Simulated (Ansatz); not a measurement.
# MoW5S12 (W on 83 % of the Mo sites, one arrangement): which shell does photoemission see at 21.2 and 100 eV? (r²SCAN)

The valence band of MoW5S12 (W on 83 % of the Mo sites, one arrangement) mixes several shells. Work out by hand which one leads the spectrum's area at each photon energy.

Filled states come from the projected DOS of Ansatz 0.2.0 (r²SCAN, plane waves); cross sections σ and asymmetry parameters β are those of free atoms in a Dirac–Hartree–Slater calculation. A shell's area is states × σ × angular factor, which is 1 − β·P₂(cos θ)/2 for unpolarised light, with θ = 45° from the beam and P₂ = 0.250.

**At 21.2 eV** (states counted from 11.2 eV below the zero; other shells add 0.34 to the products' sum of 184):

```
shell  filled states a cell  cross section (Mb an electron)     β  angular factor  product  share by hand (%)  share in the simulated spectrum (%)
Mo 4d                  4.78                            5.02  0.32            0.96     23.1                 13                                   13
 S 3s                  2.69                               0  0.00            1.00        0                  0                                    0
 S 3p                 50.74                            1.08  1.85            0.77     42.1                 23                                   23
 W 5d                 22.40                            5.51  0.32            0.96      119                 64                                   64
```

**At 100 eV** (states counted from 18.1 eV below the zero; other shells add 0.034 to the products' sum of 8.78):

| shell | filled states a cell | cross section (Mb an electron) | β | angular factor | product | share by hand (%) | share in the simulated spectrum (%) |
| --- | --- | --- | --- | --- | --- | --- | --- |
| Mo 4d | 5.20 | 0.021 | -0.79 | 1.10 | 0.12 | 1 | 1 |
| S 3s | 21.14 | 0.117 | 2.00 | 0.75 | 1.85 | 21 | 21 |
| S 3p | 51.52 | 0.128 | 1.47 | 0.82 | 5.38 | 61 | 61 |
| W 5d | 24.64 | 0.0741 | 1.87 | 0.77 | 1.4 | 16 | 16 |

W 5d leads at 21.2 eV and S 3p at 100 eV. Between the two energies σ of W 5d changes by a factor 0.013 and that of S 3p by 0.12, so their ratio moves 8.8-fold in favour of the second. The simulated spectrum uses the same rule on the energy-resolved DOS, so the two share columns agree within a few points.

Only crystals where the two columns agree within 4 points and the lead is clear are worked in this form. Free-atom cross sections ignore the solid's final states, no escape depth or background enters, and the count of states a shell hangs on the projection.

[Logs are printed without paths, hosts, clocks, repeated set-up lines and the standing remarks that a program may print on its own settings, such as how far it seeks lower states.]
